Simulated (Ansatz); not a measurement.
# Sc (P6_3/mmc): a volume series of phonon spectra

Which modes of Sc drive its thermal expansion?

What experiment has found for this phase:
- heat capacity C_P per formula unit 25.58 J/mol/K near room temperature (given in “High-Throughput Prediction of Finite-Temperature Properties using the Quasi-Harmonic Approximation”, 2016, arXiv:1603.06924)

Calculated with Ansatz 0.2.0; DFT PBEsol, scalar-relativistic, plane waves, PAW.

**1. The starting structure**

Symmetry: P6_3/mmc, No. 194, hexagonal system. Conventional cell: a = 3.309 Å, b = 3.309 Å, c = 5.273 Å, α = 90.00°, β = 90.00°, γ = 120.00°. Sc has 12 Sc at 3.26 to 3.31 Å nearest.

**2. A first coarse run**

A cheap single point shows whether the cell is a metal or an insulator and how far it is from rest; that sets the k-mesh and the occupations of what follows.

File input.yaml:

```yaml
crystal:
  lattice:
    - [3.309, 0.0, 0.0]
    - [-1.6545, 2.8656780611, 0.0]
    - [0.0, 0.0, 5.2733]
  atoms:
    - { symbol: Sc, position: [0.3333333333, 0.6666666667, 0.25], spin: 1.0 }
    - { symbol: Sc, position: [0.6666666667, 0.3333333333, 0.75], spin: 1.0 }
kpoints:
  mp_grid: { grid: [6, 6, 4] }
hamiltonian:
  xc: pbesol
scf:
  occupations: { method: gaussian, width: 0.1 }
  lower_state_search: "off"
output:
  forces: true
  stress: true
  eigenvalues: true
  populations: true
magnetization:
  spin_polarized: true
```

On the command line:

```bash
> ansatz run input.yaml --threads 8 --pin off --max-ram 30720MiB --backend cpu --events-out ev --progress --plain --runs-dir out
```

Numbers of over 12 decimals in the logs are rounded to 6 here.

Log:

```text
Engine: ansatz 0.2.0, aarch64-unknown-linux-gnu
Pseudopotentials: kind: paw
Pseudopotential: Sc, paw, valence charge 11, recommended cutoff 420 eV (normal), Sc.paw.azcp
Functional definition: PBEsol
  exchange = pbesol_x
  correlation = pbesol_c
Crystal: 2 atoms, lattice volume = 50.004 Å³
Basis set: ecut = 420 eV, 989 PW (Γ), exchange–correlation on 48×48×72 points (8 copies of the dense FFT grid, shifted against one another)
Bands: 16, of which v1, the nominal top of the filled ones, is band 11 counted from 1 (10 counted from 0)
Symmetry: 24 space group operations
Space group: P63/mmc (ITA 194), of the structure as read, at distance tolerance 3.7e-5 Å
Magnetic group: BNS 194.263 (UNI 1493), of the structure as read, at distance tolerance 3.7e-5 Å
k-points: 21 of 144
Non-local potential: Sc, projectors of the file, l = 0: 3, l = 1: 2, l = 2: 3, l = 3: 1
PAW form: soft (Blöchl's): semilocal exchange-correlation on the pseudo side does not see the compensation charge
PAW frozen core: Sc, regenerated for the run's functional, and the local potential with it (the file was generated under x = pbe(κ = 0.804, μ = 0.219515), c = pbe(β = 0.066725))
PAW one-centre angular grid: Sc, 590 points (default); XC on 64 Gauss nodes
Initial density: superposition of atomic densities (chi_scale 0.1, normalization cell)
Starting moments: Σ|m| = 2 μB on 2 of 2 sites
Initial wavefunctions: pseudopotential atomic-orbital guess
Functional: x = pbesol(κ = 0.804, μ = 0.123457), c = pbesol(β = 0.046)
iter 1 solved again at ethr=1.78e-3 eV; its pass at ethr=3.10e-3 eV (dr2=3.91e-1 eV) is discarded
SCF iter   1: F=—  HF=-4222.582322 eV  |F-HF|=—  |Δ(HF+E_count)|=         —  Δρ=4.91e-2 (↑4.91e-2 ↓2.90e-2)  dr2=3.91e-1  dr2_m=6.80e-1  M=0.991 μB ∫|m|=0.991 μB  β_m=0.30  ethr=1.78e-3  ⟨swp⟩=1.0  Hψ=3635  notcnv=0
preconditioner: auto → none  [metal: Δε(μ)=0.040 eV  Ē_g=3.019 eV  σ=0.100 eV  W_gap=0.21  n_scr=8 (ndim 8)  ℏωp=12.9 eV  f_vac=0.000  D(μ)=3.75/eV (n_scr^D=36)  sad-step TF]
SCF iter   2: F=—  HF=-4222.629550 eV  |F-HF|=—  |Δ(HF+E_count)|=   4.72e-2  Δρ=3.49e-2 (↑3.49e-2 ↓2.24e-2)  dr2=1.92e-1  dr2_m=3.63e-1  M=0.930 μB ∫|m|=0.930 μB  β_m=0.30  ethr=1.78e-3  ⟨swp⟩=2.0  Hψ=906  notcnv=0
SCF iter   3: F=—  HF=-4222.633044 eV  |F-HF|=—  |Δ(HF+E_count)|=   3.49e-3  Δρ=2.17e-2 (↑1.90e-2 ↓2.17e-2)  dr2=8.02e-3  dr2_m=1.88e-1  M=0.873 μB ∫|m|=0.873 μB  β_m=0.30  ethr=8.72e-4  ⟨swp⟩=2.5  Hψ=1276  notcnv=0
SCF iter   4: F=—  HF=-4222.667697 eV  |F-HF|=—  |Δ(HF+E_count)|=   3.47e-2  Δρ=1.60e-2 (↑1.60e-2 ↓1.50e-2)  dr2=1.37e-3  dr2_m=1.10e-1  M=0.799 μB ∫|m|=0.799 μB  β_m=0.30  ethr=3.64e-5  ⟨swp⟩=2.1  Hψ=1350  notcnv=0
SCF iter   5: F=—  HF=-4222.687455 eV  |F-HF|=—  |Δ(HF+E_count)|=   1.98e-2  Δρ=1.18e-2 (↑1.18e-2 ↓1.18e-2)  dr2=1.58e-5  dr2_m=6.41e-2  M=0.737 μB ∫|m|=0.737 μB  β_m=0.30  ethr=6.23e-6  ⟨swp⟩=1.7  Hψ=896  notcnv=0
SCF iter   6: F=—  HF=-4222.699238 eV  |F-HF|=—  |Δ(HF+E_count)|=   1.18e-2  Δρ=9.16e-3 (↑9.16e-3 ↓9.11e-3)  dr2=1.90e-5  dr2_m=3.82e-2  M=0.682 μB ∫|m|=0.682 μB  β_m=0.30  ethr=7.17e-8  ⟨swp⟩=2.2  Hψ=1159  notcnv=0
SCF iter   7: F=—  HF=-4222.706401 eV  |F-HF|=—  |Δ(HF+E_count)|=   7.16e-3  Δρ=7.13e-3 (↑7.13e-3 ↓7.11e-3)  dr2=2.23e-5  dr2_m=2.33e-2  M=0.633 μB ∫|m|=0.633 μB  β_m=0.30  ethr=7.17e-8  ⟨swp⟩=2.0  Hψ=1147  notcnv=0
SCF iter   8: F=—  HF=-4222.710931 eV  |F-HF|=—  |Δ(HF+E_count)|=   4.53e-3  Δρ=5.68e-3 (↑5.68e-3 ↓5.55e-3)  dr2=2.37e-5  dr2_m=1.45e-2  M=0.589 μB ∫|m|=0.589 μB  β_m=0.30  ethr=7.17e-8  ⟨swp⟩=2.0  Hψ=1147  notcnv=0
Mixer restart at iter 8: flushing history
spin-set hold released at iteration 8 (site moments contracting): the magnetisation degrees of freedom join the quasi-Newton model from the next iteration; the mixer history was flushed
[...]
SCF iter  13: F=—  HF=-4222.728086 eV  |F-HF|=—  |Δ(HF+E_count)|=   5.20e-4  Δρ=3.00e-4 (↑2.06e-4 ↓3.00e-4)  dr2=1.96e-5  dr2_m=2.45e-5  M=-0.015 μB ∫|m|=0.015 μB  β_m=0.88  ethr=7.17e-8  ⟨swp⟩=3.0  Hψ=1295  notcnv=0
SCF iter  14: F=—  HF=-4222.727944 eV  |F-HF|=—  |Δ(HF+E_count)|=   1.41e-4  Δρ=3.64e-4 (↑3.06e-4 ↓3.64e-4)  dr2=3.36e-5  dr2_m=4.29e-5  M=0.054 μB ∫|m|=0.054 μB  β_m=0.88  ethr=7.17e-8  ⟨swp⟩=2.3  Hψ=1181  notcnv=0
SCF iter  15: F=—  HF=-4222.728105 eV  |F-HF|=—  |Δ(HF+E_count)|=   1.60e-4  Δρ=1.27e-4 (↑1.02e-4 ↓1.27e-4)  dr2=3.25e-6  dr2_m=5.20e-6  M=0.018 μB ∫|m|=0.018 μB  β_m=0.94  ethr=7.17e-8  ⟨swp⟩=2.0  Hψ=1152  notcnv=0
iter 16 did not close the SCF: its close was put off for a magnetic moment that had not settled (scf_convergence_deferred on its scf_iter line)
SCF iter  16: F=-4222.728125 eV  HF=-4222.728125 eV  |F-HF|=5.91e-9  |Δ(HF+E_count)|=   2.06e-5  Δρ=4.79e-6 (↑3.84e-6 ↓4.79e-6)  dr2=1.28e-8  dr2_m=5.79e-9  M=-0.000 μB ∫|m|=0.000 μB  β_m=0.87  ethr=4.55e-10  ⟨swp⟩=3.7  Hψ=3292  notcnv=0
iter 17 did not close the SCF: its close was put off for a magnetic moment that had not settled (scf_convergence_deferred on its scf_iter line)
SCF iter  17: F=-4222.728125 eV  HF=-4222.728125 eV  |F-HF|=2.37e-9  |Δ(HF+E_count)|=   1.03e-8  Δρ=2.58e-6 (↑2.37e-6 ↓2.58e-6)  dr2=2.03e-9  dr2_m=2.22e-9  M=-0.000 μB ∫|m|=0.000 μB  β_m=0.94  ethr=5.80e-11  ⟨swp⟩=1.1  Hψ=1643  notcnv=0
iter 18 did not close the SCF: its close was put off for a magnetic moment that had not settled (scf_convergence_deferred on its scf_iter line)
SCF iter  18: F=-4222.728125 eV  HF=-4222.728125 eV  |F-HF|=1.44e-10  |Δ(HF+E_count)|=   7.99e-9  Δρ=3.07e-7 (↑2.82e-7 ↓3.07e-7)  dr2=1.93e-12  dr2_m=3.95e-11  M=0.000 μB ∫|m|=0.000 μB  β_m=0.97  ethr=9.21e-12  ⟨swp⟩=1.0  Hψ=1939  notcnv=0
SCF iter  19: F=-4222.728125 eV  HF=-4222.728125 eV  |F-HF|=5.46e-12  |Δ(HF+E_count)|=  2.20e-10  Δρ=8.12e-8 (↑8.12e-8 ↓7.39e-8)  dr2=2.17e-13  dr2_m=2.68e-12  M=0.000 μB ∫|m|=0.000 μB  ethr=1.00e-12  ⟨swp⟩=1.0  Hψ=1650  notcnv=0
WARN: the starting moments were not kept: the SCF closed with an absolute magnetisation of 1.5e-5 μB, where they sum to 2 μB in size (2 sites). That is at most 0.1 of that sum. Measured as dr2_m measures the in/out step, that magnetisation stands 1.6e-11 eV from none, at or under the dr2_threshold of 1.0e-7 eV: it is no larger than a step whose dr2_m would equal this threshold. The system may hold no moment; this SCF [...]
SCF 1 converged in 19 iterations: F = -4222.728125 eV  dr2 = 2.17e-13
  greatest PAW one-centre occupation: 0.998 electrons in one spin orbital (limit 2), on the Sc atom at site 1 (counted from 0), in its partial waves of l = 0
SCF converged after 19 iterations
Magnetization: 0.0000 μB (11.0000 up, 11.0000 down)
Absolute magnetization: 0.0000 μB (∫|ρ↑−ρ↓|, with the PAW one-centre terms)
Spin contamination: 0.0000 ħ² per cell (⟨S²⟩ above its minimum at these occupations)
Per-site moments (μB) at R_I (Å): [(4.579680052018277e-6, 1.343114), (4.579680052153467e-6, 1.343114)]
Free energy (F): -4222.728125 eV
Harris-Foulkes:  -4222.728125 eV  (|F-HF|=5.46e-12)
Internal energy: -4222.712322 eV  (E = F + TS)
E sigma→0 (E₀):  -4222.720224 eV
Entropy (-TS):   -0.015803 eV (-7.901 meV/atom)
Fermi energy:    9.007308 eV
--- Per-component energies (eV) ---
  E_band       = -341.621369
  E_kinetic    = 519.313274
  E_local      = -1698.813317  (includes V_loc(G=0)·N_el)
  E_nonlocal   = 168.458881
  E_hartree    = 578.304665
  E_xc         = -205.534744
  E_vxc        = -255.562157  (∫ρ·V_xc dr)
  E_paw        = -1863.911455  (= ΣΔE_a)
  E_vpaw       = -231.627402  (= ΣTr[D̂ρ^β])
  E_aug_tail   = 0.000022  (compensation charges beyond the density's cutoff)
  E_ewald      = -1720.787699
  E_core_change = 0.258050  (= ΣΔE_core)
  E_smearing   = -0.015803  (= −TS)
  E_closure    = 0.000000  (closes the sum)
  Σ components = -4222.728125   (vs F -4222.728125, Δ=0.00e0)
--- Forces (eV/Å), atoms counted from 1 ---
  atom   1  Sc     0.00000000    -0.00000000     0.00000000
  atom   2  Sc    -0.00000000     0.00000000     0.00000000
  max |Σ_I F_I| component: 1.85e-17 eV/Å
--- Stress (GPa, compression-positive) ---
       -2.165242      -0.000000       0.000000
        0.000000      -2.165242       0.000000
        0.000000       0.000000      -4.580699
  P = ⅓ Tr σ = -2.9704 GPa (-29.704 kbar)
--- Band table (eV; the first three rows and the last of 42) ---
  k-point 0 ↑: bands = [... 7 lower, -18.7357, 3.8853, 7.3251, 9.4204, 10.5805, 10.5805, 10.7022, 10.9891, ... 1 higher]
  k-point 1 ↑: bands = [... 7 lower, -18.7737, 4.2836, 6.6957, 9.4488, 10.4483, 10.4767, 10.4767, 10.7974, ... 1 higher]
  k-point 2 ↑: bands = [... 7 lower, -18.7940, 5.3653, 5.3653, 9.8796, 9.8796, 10.5237, 10.5237, 10.5237, ... 1 higher]
  k-point 20 ↓: bands = [... 7 lower, -18.8112, 8.6079, 8.6079, 8.8649, 8.8649, 9.2484, 9.2484, 11.3145, ... 1 higher]
--- Löwdin populations: 2 sites ---
  site symbol       q [e]    m [muB]
     0     Sc     10.8638     0.0000
     1     Sc     10.8638     0.0000
  spilling = 0.012383 (of n_electrons = 22.000000)
```

Run time: 1.5 s. Hardware: 8 threads of Arm Neoverse V1, shared host; peak memory 0.34 GiB; 5.7 s of CPU time.

Numbers from this step:

* pressure: -2.970 GPa
* volume per atom: 25.00 Å³
* gap on the k-mesh: 0 eV

The start is under -3.0 GPa at this level and looks like a metal on this mesh.

**3. Finding the static equilibrium**

Phonons are second derivatives about a minimum, so cell and atoms are relaxed first, inside the symmetry of the start.

File input.yaml:

```yaml
crystal:
  lattice:
    - [3.309, 0.0, 0.0]
    - [-1.6545, 2.8656780611, 0.0]
    - [0.0, 0.0, 5.2733]
  atoms:
    - { symbol: Sc, position: [0.3333333333, 0.6666666667, 0.25] }
    - { symbol: Sc, position: [0.6666666667, 0.3333333333, 0.75] }
kpoints:
  mp_grid: { grid: [15, 15, 8] }
hamiltonian:
  xc: pbesol
scf:
  occupations: { method: gaussian, width: 0.1 }
output:
  forces: true
  stress: true
  eigenvalues: true
  write_density: true
  write_potential: true
  elf: true
  volumetric_format: npy
relax:
  adjacent_minimum: "off"
  f_tol: 0.005
  max_steps: 80
  cell: { stress_tol: 0.05 }
```

Log:

```text
[...]
Crystal: 2 atoms, lattice volume = 50.004 Å³
Basis set: ecut = 420 eV, 989 PW (Γ), exchange–correlation on 48×48×72 points (8 copies of the dense FFT grid, shifted against one another)
Bands: 15, of which v1, the nominal top of the filled ones, is band 11 counted from 1 (10 counted from 0)
Symmetry: 24 space group operations
[...]
k-points: 135 of 1800
[...]
SCF iter   1: F=—  HF=-4222.720702 eV  |F-HF|=—  |Δ(HF+E_count)|=         —  Δρ=4.15e-3  dr2=8.46e-3  ethr=1.77e-3  ⟨swp⟩=3.1  Hψ=8350  notcnv=0
[...]
SCF iter   6: F=-4222.717200 eV  HF=-4222.717200 eV  |F-HF|=3.64e-12  |Δ(HF+E_count)|=  4.53e-10  Δρ=1.45e-7  dr2=6.82e-12  ethr=5.41e-12  ⟨swp⟩=3.3  Hψ=9281  notcnv=0
SCF 1 converged in 6 iterations: F = -4222.717200 eV  dr2 = 6.82e-12
[...]
relax step   1: F+E_penalty+E_count = -4222.71720014 eV  Δ(F+E_penalty+E_count) = +0.000e0 eV  max|allowed force component| = 1.018e-16 eV/Å  Δτ_max = 0.0000 Å  P = -2.868 GPa  Ω = 50.004 Å³  (6 SCF iters, accepted)
Crystal: 2 atoms, lattice volume = 46.745 Å³
Basis set: ecut = 420 eV, 929 PW (Γ), exchange–correlation on 48×48×72 points (8 copies of the dense FFT grid, shifted against one another)
[...]
SCF iter   6: F=-4222.746672 eV  HF=-4222.746672 eV  |F-HF|=1.82e-12  |Δ(HF+E_count)|=  1.32e-10  Δρ=1.34e-7  dr2=2.02e-12  ethr=1.57e-12  ⟨swp⟩=3.2  Hψ=9231  notcnv=0
SCF 2 converged in 6 iterations: F = -4222.746672 eV  dr2 = 2.02e-12
relax step   2: F+E_penalty+E_count = -4222.74667229 eV  Δ(F+E_penalty+E_count) = -2.947e-2 eV  max|allowed force component| = 2.082e-17 eV/Å  Δτ_max = 0.0000 Å  P = +0.663 GPa  Ω = 46.745 Å³  energy of the carried Pulay correction = +2.345e-4 eV  (6 SCF iters, dr2 threshold 2.00e-7 eV, accepted)
Crystal: 2 atoms, lattice volume = 47.266 Å³
Basis set: ecut = 420 eV, 953 PW (Γ), exchange–correlation on 48×48×72 points (8 copies of the dense FFT grid, shifted against one another)
[...]
SCF iter   6: F=-4222.748141 eV  HF=-4222.748141 eV  |F-HF|=0.00e0  |Δ(HF+E_count)|=  5.46e-12  Δρ=2.26e-8  dr2=8.21e-14  ethr=1.00e-12  ⟨swp⟩=3.2  Hψ=7665  notcnv=0
SCF 3 converged in 6 iterations: F = -4222.748141 eV  dr2 = 8.21e-14
relax step   3: F+E_penalty+E_count = -4222.74814144 eV  Δ(F+E_penalty+E_count) = -1.469e-3 eV  max|allowed force component| = 2.174e-16 eV/Å  Δτ_max = 0.0000 Å  P = +0.002 GPa  Ω = 47.266 Å³  energy of the carried Pulay correction = +1.952e-4 eV  (6 SCF iters, dr2 threshold 2.00e-7 eV, accepted)
[...]
relax step   4: F+E_penalty+E_count = -4222.74816343 eV  Δ(F+E_penalty+E_count) = -2.199e-5 eV  max|allowed force component| = 9.252e-17 eV/Å  Δτ_max = 0.0000 Å  P = +0.001 GPa  Ω = 47.265 Å³  energy of the carried Pulay correction = +1.952e-4 eV  (6 SCF iters, accepted)
[...]
SCF iter   8: F=-4222.747961 eV  HF=-4222.747961 eV  |F-HF|=9.09e-13  |Δ(HF+E_count)|=    0.00e0  Δρ=4.10e-11  dr2=4.02e-19  ethr=1.00e-12  ⟨swp⟩=1.0  Hψ=4590  notcnv=0
SCF 5 converged in 8 iterations: F = -4222.747961 eV  dr2 = 4.02e-19
relax step   5: F+E_penalty+E_count = -4222.74796067 eV  Δ(F+E_penalty+E_count) = +2.028e-4 eV  max|allowed force component| = 7.401e-17 eV/Å  Δτ_max = 0.0000 Å  P = +0.001 GPa  Ω = 47.265 Å³  stress off target by 1.96e-3 GPa  SCF on the basis re-selected at this cell (its energy is not comparable with the rows above)  (8 SCF iters)
basis re-selected at this cell: Δ(F+E_penalty+E_count) = +2.028e-4 eV, ΔP = +0.001 GPa vs the last step (what re-selecting the basis moved, of the pressure what is left beyond the Pulay correction that the steps carried, after the strain that the cell walked since its last selection, with what the two solves' SCF thresholds leave and, on support functions, any second-order correction that the steps lacked; it is no m [...]
SCF converged after 8 iterations
Free energy (F): -4222.747961 eV
[...]
Internal energy: -4222.728750 eV  (E = F + TS)
E sigma→0 (E₀):  -4222.738355 eV
Entropy (-TS):   -0.019211 eV (-9.606 meV/atom)
Fermi energy:    9.634595 eV
[...]
--- Stress (GPa, compression-positive) ---
        0.001963      -0.000000       0.000000
       -0.000000       0.001963       0.000000
        0.000000       0.000000      -0.000101
  P = ⅓ Tr σ = 0.0013 GPa (0.013 kbar)
--- Band table (eV; the first three rows and the last of 135) ---
  k-point 0: bands = [... 7 lower, -17.9072, 4.4304, 7.9427, 10.3832, 11.2722, 11.2722, 11.5774, 11.7576]
  k-point 1: bands = [... 7 lower, -17.9276, 4.5412, 7.8082, 10.3176, 11.2105, 11.2105, 11.5013, 11.6851]
  k-point 2: bands = [... 7 lower, -17.9532, 4.8656, 7.3888, 10.2669, 11.1253, 11.1253, 11.2881, 11.5127]
  k-point 134: bands = [... 7 lower, -17.9918, 9.2039, 9.2039, 9.4807, 9.4807, 9.9382, 9.9382, 12.1283]
--- Relaxed structure (4 steps of the walk, 4 accepted, 1 SCFs on fresh bases) ---
  F+E_penalty+E_count = -4222.74796067 eV   max|allowed force component| = 7.401e-17 eV/Å   (the final SCF, on the basis selected at the relaxed cell)
  cell:  # Å, volume = 47.2648 Å³
    - [3.276924, 0, 0.0]
    - [-1.638462, 2.837899, 0.0]
    - [0.0, 0.0, 5.082460]
  atoms:
    - { symbol: Sc, position: [0.333333, 0.666667, 0.250000] }
    - { symbol: Sc, position: [0.666667, 0.333333, 0.75] }
```

Wall time 4.2 s (8 threads); peak memory 0.47 GiB; 29 s of CPU time.

Step by step:

```csv
step,energy less that of the first step (eV),largest force component (eV/Å),pressure (GPa),volume (Å³)
1,0.0000,0.0000,-2.87,50.00
2,-0.0295,0.0000,0.66,46.75
3,-0.0309,0.0000,0.00,47.27
4,-0.0310,0.0000,0.00,47.26
5*,-0.0308,0.0000,0.00,47.26
```

Relaxation steps marked * repeat the geometry before them on a plane-wave basis chosen anew for their cell, so energy and pressure can jump there.

The run keeps the 24 symmetry operations that it works with, so distortions that break them were not tested.

```csv
"conventional cell, symmetrised",before,after,change
a (Å),3.309,3.277,-1.0 %
b (Å),3.309,3.277,-1.0 %
c (Å),5.273,5.082,-3.6 %
volume (Å³/atom),25.00,23.63,-5.5 %
```

Final coordinates:

```xyz
2
Lattice="3.2769 0.0000 0.0000 -1.6385 2.8379 0.0000 0.0000 0.0000 5.0825" Properties=species:S:1:pos:R:3 pbc="T T T"
Sc    0.0000    1.8919    1.2706
Sc    1.6385    0.9460    3.8118
```

This step gave:

```yaml
pressure: 0.001275 GPa
volume_per_atom: 23.63 Å³
```

Valence density in the ac plane at fractional y = 0.333, with atoms of Sc within 0.2 Å of it. It is the smooth field of the valence electrons, not physical close to the nuclei.

Ten steps, logarithmic in the rise over the least value, from '0' (0.1 e/Å³) to '9' (7.4 e/Å³):
```
00000000011221100
00000001234443210
00000002356776531
10000013578888642
10000024689999863
10000025799999864
10000025799999864
10000024689999863
10000013578888642
00000002356776531
00000001234443210
00000000011221100
00000000000000000
00000000000000000
00000000000000000
00111000000000000
11222110000000000
12333210000000000
12333211000000001
12333211000000001
12333210000000000
11222110000000000
00111000000000000
00000000000000000
00000000000000000
00000000000000000
```
Columns run along a (3.3 Å), rows up along c (5.1 Å). Atoms in or near the plane, at fractional coordinates: Sc at (0.67, 0.75).

ELF in the ac plane at fractional y = 0.333, with atoms of Sc within 0.2 Å of it. It is the smooth field of the valence electrons, not physical close to the nuclei.

Ten even steps from '0' (0.09) to '9' (0.74):
```
35666420000000001
14665300013543100
02554100268998510
01342002799999951
00231004997458982
00121006994005994
00121006994005994
00231004997458982
01342002799999951
02554100268998510
14665300013543100
35666420000000001
44454432111111123
32222233444334443
11000123467777642
00000002468998631
00000001368998520
00121000258998410
01232100258997410
01232100258997410
00121000258998410
00000001368998520
00000002468998631
11000123467777642
32222233444334443
44454432111111123
```
Columns run along a (3.3 Å), rows up along c (5.1 Å). Atoms in or near the plane, at fractional coordinates: Sc at (0.67, 0.75).

Electrostatic potential energy in the ac plane at fractional y = 0.333, with atoms of Sc within 0.2 Å of it. With pseudopotentials it is smooth inside the atoms' cores, unlike the true potential.

Ten even steps from '_' (-52 eV) to '@' (12 eV):
```
@@@@@@@@@@@@@@@@@@%%%%%%%%%%@@@@@@
@@@@@@@@@@@@@@@@%%##########%%%%@@
@@@@@@@@@@@@@@%%##**++++++++**##%%
@@@@@@@@@@@@%%##**==::....--++**%%
%%@@@@@@@@@@%%##++::________--++##
%%@@@@@@@@@@%%**==..________::++##
%%@@@@@@@@@@%%**==..________::++##
%%@@@@@@@@@@%%##++::________--++##
@@@@@@@@@@@@%%##**==::....--++**%%
@@@@@@@@@@@@@@%%##**++++++++**##%%
@@@@@@@@@@@@@@@@%%##########%%%%@@
@@@@@@@@@@@@@@@@@@%%%%%%%%%%@@@@@@
@@@@@@@@@@@@@@@@@@@@@@@@@@@@@@@@@@
@@@@@@@@@@@@@@@@@@@@@@@@@@@@@@@@@@
@@@@@@@@@@@@@@@@@@@@@@@@@@@@@@@@@@
@@@@@@%%@@@@@@@@@@@@@@@@@@@@@@@@@@
@@%%%%%%%%%%@@@@@@@@@@@@@@@@@@@@@@
%%%%%%##%%%%%%@@@@@@@@@@@@@@@@@@@@
%%%%######%%%%@@@@@@@@@@@@@@@@@@@@
%%%%######%%%%@@@@@@@@@@@@@@@@@@@@
%%%%%%##%%%%%%@@@@@@@@@@@@@@@@@@@@
@@%%%%%%%%%%@@@@@@@@@@@@@@@@@@@@@@
@@@@@@%%@@@@@@@@@@@@@@@@@@@@@@@@@@
@@@@@@@@@@@@@@@@@@@@@@@@@@@@@@@@@@
@@@@@@@@@@@@@@@@@@@@@@@@@@@@@@@@@@
@@@@@@@@@@@@@@@@@@@@@@@@@@@@@@@@@@
```
Columns run along a (3.3 Å; values clipped at the 3rd and 97th percentile), rows up along c (5.1 Å). Atoms in or near the plane, at fractional coordinates: Sc at (0.67, 0.75).

The relaxation ends with a pressure of 0.00 GPa.

(Part 1 of 4 ends here.)

[Logs are printed without paths, hosts, clocks, repeated set-up lines and the standing remarks that a program may print on its own settings, such as how far it seeks lower states.]

[Hosts, paths, dates, database ids (printed as entryN), source tags and the programs' standing remarks are cut or masked in the printed files.]

[A step with changed settings may run another functional than the one named; its input shows which.]

[Of the runs on displaced cells, only some may be shown.]
